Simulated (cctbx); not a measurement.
# A crystallographic session in cctbx: Sm5Ni4Sn10

Library: cctbx 2025.11. The data are simulated by the first script.

## 1. Simulate the data

run.py:

```python
from cctbx import adptbx, crystal, miller, sgtbx, xray
from cctbx.array_family import flex
from iotbx.shelx import hklf
from scitbx import matrix
import scitbx.random

cs = crystal.symmetry(unit_cell=(13.983, 13.983, 4.544, 90, 90, 90), space_group_symbol='Hall: -P 4 2ab')  # P4/mbm
atoms = [  # label, site, U (iso, or U11 U22 U33 U12 U13 U23 in A^2), occupancy
    ("Sm1", (0.6118, 0.8882, 0.5), (0.0016, 0.0016, 0.0022, 0.0004, 0.0000, 0.0000), 1),
    ("Sm2", (0.8249, 0.6751, 0.5), (0.0054, 0.0054, 0.0052, 0.0001, 0.0000, 0.0000), 1),
    ("Sm3", (0, 0, 0), (0.0038, 0.0038, 0.0020, 0.0000, -0.0000, 0.0000), 1),
    ("Sn1", (0.9903, 0.8371, 0.5), (0.0038, 0.0036, 0.0053, -0.0000, 0.0000, 0.0000), 1),
    ("Sn2", (0.7984, 0.842, 0), (0.0041, 0.0051, 0.0049, -0.0003, 0.0000, 0.0000), 1),
    ("Sn3", (0.9314, 0.5686, 0), (0.0032, 0.0032, 0.0042, -0.0006, 0.0000, 0.0000), 1),
    ("Ni1", (0.9723, 0.755, 0), (0.0037, 0.0040, 0.0073, -0.0012, 0.0000, 0.0000), 1),
]
xs = xray.structure(crystal_symmetry=cs)
for label, site, u, occ in atoms:
    u = adptbx.u_cif_as_u_star(cs.unit_cell(), u) if isinstance(u, tuple) else u
    xs.add_scatterer(xray.scatterer(label, site=site, u=u, occupancy=occ))
xs.set_inelastic_form_factors(0.71073, "sasaki")
xs.show_summary()
p1 = xs.expand_to_p1()
ms = miller.build_set(p1, anomalous_flag=True, d_min=0.75)
flex.set_random_seed(410873)
scitbx.random.set_random_seed(410873)
ms = ms.select(flex.random_double(ms.size()) < 0.5)
i = ms.structure_factors_from_scatterers(p1, algorithm="direct").f_calc().as_intensity_array().data()
i = i * 70000 / flex.max(i)
sig = flex.sqrt(i + flex.pow2(0.03 * i) + 4 ** 2)
noise = scitbx.random.variate(scitbx.random.normal_distribution())(i.size())
data = ms.array(data=i + sig * noise, sigmas=sig).set_observation_type_xray_intensity()
with open("data.hkl", "w") as f:
    data.export_as_shelx_hklf(f)
print("reflections written:", data.size(), " <I/sigma> = %.1f" % flex.mean(data.data() / data.sigmas()))
for h, a, b in list(data.sort("data"))[:12]:
    print("%4d%4d%4d %9.1f %7.1f" % (h + (a, b)))
```

```console
$ python run.py
```

```text
Number of scatterers: 7
At special positions: 7
Unit cell: (13.983, 13.983, 4.544, 90, 90, 90)
Space group: P 4/m b m (No. 127)
reflections written: 4434  <I/sigma> = 14.1
   0   0  -2   71043.4  2116.6
   0   0   4   33383.2   998.2
   0   0  -4   32592.2   998.2
   3   3  -1   27906.2   848.2
  -3  -3   1   27771.4   848.2
   3   3   3   16157.3   482.1
  -3   3   3   16056.2   482.1
   3  -3  -3   15677.3   482.1
  -3   3  -3   15454.1   482.1
  -3  -3  -3   15431.2   482.1
   0   0  -6   15413.3   486.1
  -3  -3   3   15024.5   482.1
```

It took 0.24 s on 1 thread of Arm Neoverse V2, with other jobs on the host, peak memory 0.07 GiB.

## 2. Refinement (right model, isotropic)

run.py:

```python
import math
from cctbx import adptbx, crystal, maptbx, sgtbx, xray
from cctbx.array_family import flex
from cctbx.xray import observations
from iotbx.shelx import hklf
from scitbx.lstbx import normal_eqns_solving
from smtbx import absolute_structure, utils
from smtbx.refinement import constraints, least_squares

cs = crystal.symmetry(unit_cell=(13.983, 13.983, 4.544, 90, 90, 90), space_group_symbol='Hall: -P 4 2ab')  # P4/mbm
atoms = [  # label, site, U (iso, or U11 U22 U33 U12 U13 U23 in A^2), occupancy
    ("Sm1", (0.6124, 0.8876, 0.5), 0.0200, 1),
    ("Sm2", (0.8237, 0.6763, 0.5), 0.0200, 1),
    ("Sm3", (0, 0, 0), 0.0200, 1),
    ("Sn1", (0.9879, 0.8364, 0.5), 0.0200, 1),
    ("Sn2", (0.7953, 0.8397, 0), 0.0200, 1),
    ("Sn3", (0.9308, 0.5692, 0), 0.0200, 1),
    ("Ni1", (0.9745, 0.7578, 0), 0.0200, 1),
]
xs = xray.structure(crystal_symmetry=cs)
for label, site, u, occ in atoms:
    u = adptbx.u_cif_as_u_star(cs.unit_cell(), u) if isinstance(u, tuple) else u
    xs.add_scatterer(xray.scatterer(label, site=site, u=u, occupancy=occ))
xs.set_inelastic_form_factors(0.71073, "sasaki")
raw = hklf.reader(file_name="data.hkl").as_miller_arrays(crystal_symmetry=cs, anomalous=True)[0]
merged = raw.eliminate_sys_absent().merge_equivalents()
fo2 = merged.array().set_observation_type_xray_intensity()
print("Rint %.3f, %d unique reflections to %.2f A" % (merged.r_int(), fo2.size(), fo2.d_min()))
for sc in xs.scatterers():
    sc.flags.set_grad_site(True)
    sc.flags.set_grad_u_aniso(sc.flags.use_u_aniso())
    sc.flags.set_grad_u_iso(sc.flags.use_u_iso())
obs = fo2.as_xray_observations()
extra = {}
rep = constraints.reparametrisation(xs, [], utils.connectivity_table(xs), **extra)
ls = least_squares.crystallographic_ls(obs, rep, weighting_scheme=least_squares.mainstream_shelx_weighting(a=0, b=0))
print("cycle     R1     wR2    GooF  max shift (A)")
for cycle in range(8):
    ls.build_up()
    r1, wr2, goof = ls.r1_factor(cutoff_factor=2)[0], ls.wR2(), ls.goof()
    old = xs.sites_cart()
    normal_eqns_solving.levenberg_marquardt_iterations(ls, n_max_iterations=3, tau=1e-06, step_threshold=1e-7)
    big = flex.max((xs.sites_cart() - old).norms())
    print("%4d %7.4f %7.4f %7.3f %9.5f" % (cycle + 1, r1, wr2, goof, big))
    ls.build_up(objective_only=True)
    if abs(ls.wR2() - wr2) < 5e-5 and big < 5e-4:
        break
ls.build_up()
print("final R1 %.4f wR2 %.4f GooF %.3f  parameters %d  data/parameter %.1f" % (ls.r1_factor(cutoff_factor=2)[0], ls.wR2(), ls.goof(), ls.n_parameters, fo2.size() / ls.n_parameters))
cov = ls.covariance_matrix_and_annotations()
su = dict(zip(cov.annotations, (math.sqrt(max(v, 0)) for v in cov.matrix.matrix_packed_u_diagonal())))
a2 = cs.unit_cell().reciprocal_parameters()[0] ** -2
print("atom        x        y        z      Ueq    occ   su(xyz)  su(Uiso or U11)")
for sc in xs.scatterers():
    s = max(su.get(sc.label + k, 0) for k in (".x", ".y", ".z"))
    npd = "" if sc.is_positive_definite_u(cs.unit_cell()) else "  NPD"
    print("%-5s %8.5f %8.5f %8.5f %8.4f %6.3f %8.5f %7.4f%s" % ((sc.label,) + sc.site + (sc.u_iso_or_equiv(cs.unit_cell()), sc.occupancy, s, su.get(sc.label + ".uiso", su.get(sc.label + ".u11", 0) * a2), npd)))
fo = fo2.f_sq_as_f()
fc = fo.structure_factors_from_scatterers(xs, algorithm="direct").f_calc()
diff = fo.f_obs_minus_f_calc(1 / math.sqrt(ls.scale_factor()), fc).average_bijvoet_mates()
m = diff.fft_map(symmetry_flags=maptbx.use_space_group_symmetry, resolution_factor=0.25).apply_volume_scaling()
print("difference map: max %.2f min %.2f rms %.2f" % (m.statistics().max(), m.statistics().min(), m.statistics().sigma()))
peaks = m.peak_search(parameters=maptbx.peak_search_parameters(min_distance_sym_equiv=0.6, max_clusters=6)).all()
near = xs.closest_distances(peaks.sites(), distance_cutoff=4)
sps = cs.special_position_settings(min_distance_sym_equiv=0.5)
for k, (x, h) in enumerate(zip(peaks.sites(), peaks.heights())):
    ss = sps.site_symmetry(x)
    print("Q%-3d %7.4f %7.4f %7.4f %4d %7.2f  %.2f A from %s" % ((k + 1,) + tuple(t % 1 for t in ss.exact_site()) + (ss.multiplicity(), h, near.smallest_distances[k], xs.scatterers()[near.i_seqs[k]].label)))
```

```console
$ python run.py
```

```text
Rint 0.030, 655 unique reflections to 0.75 A
cycle     R1     wR2    GooF  max shift (A)
   1  0.1761  0.3977  16.716   0.05368
   2  0.0131  0.0324   1.364   0.00001
final R1 0.0131 wR2 0.0324 GooF 1.364  parameters 16  data/parameter 40.9
atom        x        y        z      Ueq    occ   su(xyz)  su(Uiso or U11)
Sm1    0.61179  0.88821  0.50000   0.0018  1.000  0.00002  0.0001
Sm2    0.82494  0.67506  0.50000   0.0054  1.000  0.00002  0.0001
Sm3    0.00000  0.00000  0.00000   0.0033  1.000  0.00000  0.0001
Sn1    0.99030  0.83712  0.50000   0.0043  1.000  0.00002  0.0001
Sn2    0.79836  0.84202  0.00000   0.0048  1.000  0.00003  0.0001
Sn3    0.93137  0.56863  0.00000   0.0035  1.000  0.00002  0.0001
Ni1    0.97228  0.75501  0.00000   0.0049  1.000  0.00005  0.0001
difference map: max 1.44 min -2.45 rms 0.24
Q1    0.0029  0.0365  0.0000    8    1.45  0.51 A from Sm3
Q2    0.0070  0.1623  0.3948   16    1.43  0.48 A from Sn1
Q3    0.0310  0.2452  0.1064   16    1.41  0.49 A from Ni1
Q4    0.0739  0.4261  0.1003    8    1.13  0.47 A from Sn3
Q5    0.1121  0.6121  0.3932    8    1.11  0.49 A from Sm1
Q6    0.0323  0.5323  0.0000    4    1.10  1.50 A from Sn3
```

Time: 0.36 s.

## 3. Refinement (right model, anisotropic)

run.py, as its changes from the last script of this kind:

```diff
@@ -12,7 +12,7 @@
-    ("Sm1", (0.6124, 0.8876, 0.5), 0.0200, 1),
-    ("Sm2", (0.8237, 0.6763, 0.5), 0.0200, 1),
-    ("Sm3", (0, 0, 0), 0.0200, 1),
-    ("Sn1", (0.9879, 0.8364, 0.5), 0.0200, 1),
-    ("Sn2", (0.7953, 0.8397, 0), 0.0200, 1),
-    ("Sn3", (0.9308, 0.5692, 0), 0.0200, 1),
-    ("Ni1", (0.9745, 0.7578, 0), 0.0200, 1),
+    ("Sm1", (0.61179, 0.88821, 0.5), 0.0030, 1),
+    ("Sm2", (0.82494, 0.67506, 0.5), 0.0054, 1),
+    ("Sm3", (0, 0, 0), 0.0033, 1),
+    ("Sn1", (0.9903, 0.83712, 0.5), 0.0043, 1),
+    ("Sn2", (0.79836, 0.84202, 0), 0.0048, 1),
+    ("Sn3", (0.93137, 0.56863, 0), 0.0035, 1),
+    ("Ni1", (0.97228, 0.75501, 0), 0.0049, 1),
@@ -24,0 +25 @@
+xs.convert_to_anisotropic()
```

```console
$ python run.py
```

```text
Rint 0.030, 655 unique reflections to 0.75 A
cycle     R1     wR2    GooF  max shift (A)
   1  0.0159  0.0408   1.737   0.00032
   2  0.0094  0.0223   0.948   0.00000
final R1 0.0094 wR2 0.0223 GooF 0.948  parameters 32  data/parameter 20.5
atom        x        y        z      Ueq    occ   su(xyz)  su(Uiso or U11)
Sm1    0.61179  0.88821  0.50000   0.0018  1.000  0.00001  0.0001
Sm2    0.82492  0.67508  0.50000   0.0054  1.000  0.00001  0.0001
Sm3    0.00000  0.00000  0.00000   0.0033  1.000  0.00000  0.0001
Sn1    0.99029  0.83711  0.50000   0.0043  1.000  0.00002  0.0001
Sn2    0.79837  0.84201  0.00000   0.0048  1.000  0.00002  0.0001
Sn3    0.93138  0.56862  0.00000   0.0035  1.000  0.00002  0.0001
Ni1    0.97227  0.75503  0.00000   0.0049  1.000  0.00003  0.0002
difference map: max 1.04 min -0.82 rms 0.18
Q1    0.0357  0.5357  0.0000    4    1.04  1.53 A from Sn3
Q2    0.2123  0.2877  0.0777    8    0.70  1.85 A from Sn2
Q3    0.0495  0.1380  0.5000    8    0.69  0.66 A from Sn1
Q4    0.0754  0.3628  0.5000    8    0.68  1.49 A from Sm2
Q5    0.0000  0.0000  0.5000    2    0.67  2.27 A from Sm3
Q6    0.2085  0.7085  0.0000    4    0.67  1.44 A from Sn2
```

Time: 0.35 s.

## 4. Refinement

run.py, as its changes from the last script of this kind:

```diff
@@ -15,3 +15,2 @@
-    ("Sn1", (0.9903, 0.83712, 0.5), 0.0043, 1),
-    ("Sn2", (0.79836, 0.84202, 0), 0.0048, 1),
-    ("Sn3", (0.93137, 0.56863, 0), 0.0035, 1),
+    ("Sn1", (0.79836, 0.84202, 0), 0.0048, 1),
+    ("Sn2", (0.93137, 0.56863, 0), 0.0035, 1),
@@ -39 +38 @@
-for cycle in range(8):
+for cycle in range(12):
```

```console
$ python run.py
```

```text
Rint 0.030, 655 unique reflections to 0.75 A
cycle     R1     wR2    GooF  max shift (A)
   1  0.5939  0.8751  37.074   0.03942
   2  0.5240  0.7803  33.057   0.00204
   3  0.5242  0.7803  33.056   0.00044
final R1 0.5243 wR2 0.7803 GooF 33.056  parameters 26  data/parameter 25.2
atom        x        y        z      Ueq    occ   su(xyz)  su(Uiso or U11)
Sm1    0.61221  0.88779  0.50000  -0.0272  1.000  0.00057  0.0034  NPD
Sm2    0.82376  0.67624  0.50000  -0.0131  1.000  0.00083  0.0046  NPD
Sm3    0.00000  0.00000  0.00000  -0.0253  1.000  0.00000  0.0045  NPD
Sn1    0.79637  0.84058  0.00000  -0.0202  1.000  0.00098  0.0055  NPD
Sn2    0.93033  0.56967  0.00000  -0.0229  1.000  0.00079  0.0040  NPD
Ni1    0.97037  0.75714  0.00000  -0.0210  1.000  0.00168  0.0087  NPD
difference map: max 433.98 min -81.85 rms 26.37
Q1    0.0102  0.1638  0.5000    8  458.21  2.54 A from Ni1
Q2    0.0000  0.0000  0.0000    2  409.45  0.00 A from Sm3
Q3    0.1076  0.6076  0.5000    4  380.23  0.09 A from Sm1
Q4    0.1565  0.8051  0.0000    8  318.30  0.13 A from Sn1
Q5    0.1767  0.3233  0.5000    4  282.80  0.01 A from Sm2
Q6    0.0679  0.4321  0.0000    4  237.91  0.03 A from Sn2
```

Time: 0.42 s.

This run holds a fault made on purpose: atom left out: Sn1.

## 5. Refinement

run.py, as its changes from the last script of this kind:

```diff
@@ -14,0 +15 @@
+    ("Ni1", (0.9903, 0.83712, 0.5), 0.0043, 1),
@@ -17 +18 @@
-    ("Ni1", (0.97228, 0.75501, 0), 0.0049, 1),
+    ("Sn3", (0.97228, 0.75501, 0), 0.0049, 1),
```

```console
$ python run.py
```

```text
Rint 0.030, 655 unique reflections to 0.75 A
cycle     R1     wR2    GooF  max shift (A)
   1  0.3775  0.7039  29.966   0.00767
   2  0.1621  0.3728  15.868   0.00069
   3  0.1608  0.3726  15.862   0.00000
final R1 0.1608 wR2 0.3726 GooF 15.862  parameters 32  data/parameter 20.5
atom        x        y        z      Ueq    occ   su(xyz)  su(Uiso or U11)
Sm1    0.61178  0.88822  0.50000  -0.0107  1.000  0.00020  0.0013  NPD
Sm2    0.82470  0.67530  0.50000  -0.0063  1.000  0.00023  0.0014  NPD
Sm3    0.00000  0.00000  0.00000  -0.0082  1.000  0.00000  0.0017  NPD
Ni1    0.98999  0.83734  0.50000  -0.0321  1.000  0.00031  0.0018  NPD
Sn1    0.79794  0.84179  0.00000  -0.0065  1.000  0.00031  0.0019  NPD
Sn2    0.93149  0.56851  0.00000  -0.0080  1.000  0.00029  0.0015  NPD
Sn3    0.97266  0.75463  0.00000   0.0224  1.000  0.00055  0.0033
difference map: max 64.85 min -11.57 rms 4.74
Q1    0.0072  0.1645  0.5000    8   67.28  0.05 A from Ni1
Q2    0.1709  0.3291  0.5000    4   41.98  0.09 A from Sm2
Q3    0.0000  0.0000  0.0000    2   41.57  0.00 A from Sm3
Q4    0.1123  0.6123  0.5000    4   37.61  0.01 A from Sm1
Q5    0.0702  0.4298  0.0000    4   33.68  0.03 A from Sn2
Q6    0.1568  0.8056  0.0000    8   32.25  0.11 A from Sn1
```

Time: 0.42 s.

This run holds a fault made on purpose: elements exchanged: Sn3 is Ni and Ni1 is Sn.

## 6. Refinement

run.py, as its changes from the last script of this kind:

```diff
@@ -12,7 +12,7 @@
-    ("Sm1", (0.61179, 0.88821, 0.5), 0.0030, 1),
-    ("Sm2", (0.82494, 0.67506, 0.5), 0.0054, 1),
-    ("Sm3", (0, 0, 0), 0.0033, 1),
-    ("Ni1", (0.9903, 0.83712, 0.5), 0.0043, 1),
-    ("Sn1", (0.79836, 0.84202, 0), 0.0048, 1),
-    ("Sn2", (0.93137, 0.56863, 0), 0.0035, 1),
-    ("Sn3", (0.97228, 0.75501, 0), 0.0049, 1),
+    ("Sm1", (0.5721, 0.9279, 0.5), 0.0200, 1),
+    ("Sm2", (0.8356, 0.6644, 0.5), 0.0200, 1),
+    ("Sm3", (0, 0, 0), 0.0200, 1),
+    ("Sn1", (1.0509, 0.8495, 0.5), 0.0200, 1),
+    ("Sn2", (0.849, 0.8833, 0), 0.0200, 1),
+    ("Sn3", (0.9125, 0.5875, 0), 0.0200, 1),
+    ("Ni1", (0.92, 0.7636, 0), 0.0200, 1),
@@ -25 +24,0 @@
-xs.convert_to_anisotropic()
@@ -39 +38 @@
-for cycle in range(12):
+for cycle in range(10):
@@ -43 +42 @@
-    normal_eqns_solving.levenberg_marquardt_iterations(ls, n_max_iterations=3, tau=1e-06, step_threshold=1e-7)
+    normal_eqns_solving.levenberg_marquardt_iterations(ls, n_max_iterations=3, tau=0.0001, step_threshold=1e-7)
```

```console
$ python run.py
```

```text
Rint 0.030, 655 unique reflections to 0.75 A
cycle     R1     wR2    GooF  max shift (A)
   1  0.9134  0.9942  41.790   0.37898
   2  0.8121  0.9685  40.706   0.44250
   3  0.7269  0.9324  39.190   0.12104
   4  0.7177  0.9259  38.917   0.13176
   5  0.6967  0.9177  38.575   0.10836
   6  0.7524  0.9475  39.826   0.09061
   7  0.6921  0.9170  38.543   0.01855
   8  0.7612  0.9503  39.945   0.00755
   9  0.6935  0.9172  38.553   0.00485
  10  0.7612  0.9502  39.940   0.00314
final R1 0.6933 wR2 0.9171 GooF 38.548  parameters 16  data/parameter 40.9
atom        x        y        z      Ueq    occ   su(xyz)  su(Uiso or U11)
Sm1    0.60042  0.89958  0.50000   0.0001  1.000  0.00188  0.0074
Sm2    0.82098  0.67902  0.50000   0.0001  1.000  0.00198  0.0074
Sm3    0.00000  0.00000  0.00000   0.0001  1.000  0.00000  0.0096
Sn1    0.99925  0.83037  0.50000   0.0001  1.000  0.00250  0.0082
Sn2    0.83860  0.90327  0.00000   0.0001  1.000  0.00264  0.0079
Sn3    0.92963  0.57037  0.00000   0.0001  1.000  0.00258  0.0084
Ni1    0.91756  0.73209  0.00000   0.0001  1.000  0.00502  0.0133
difference map: max 629.83 min -272.71 rms 39.00
Q1    0.0000  0.0000  0.0000    2  629.83  0.00 A from Sm3
Q2    0.1066  0.6066  0.5000    4  620.55  0.12 A from Sm1
Q3    0.0710  0.4290  0.0000    4  481.28  0.01 A from Sn3
Q4    0.1805  0.3195  0.5000    4  479.33  0.03 A from Sm2
Q5    0.0057  0.1645  0.5000    8  473.58  0.10 A from Sn1
Q6    0.1546  0.7955  0.0000    8  319.77  1.01 A from Sn2
```

It took 0.71 s on 1 thread of Arm Neoverse V2, with other jobs on the host, peak memory 0.09 GiB.

This run holds a fault made on purpose: start far from the minimum.

[Logs are printed without paths, hosts, clocks, repeated set-up lines and the standing remarks that a program may print on its own settings, such as how far it seeks lower states.]
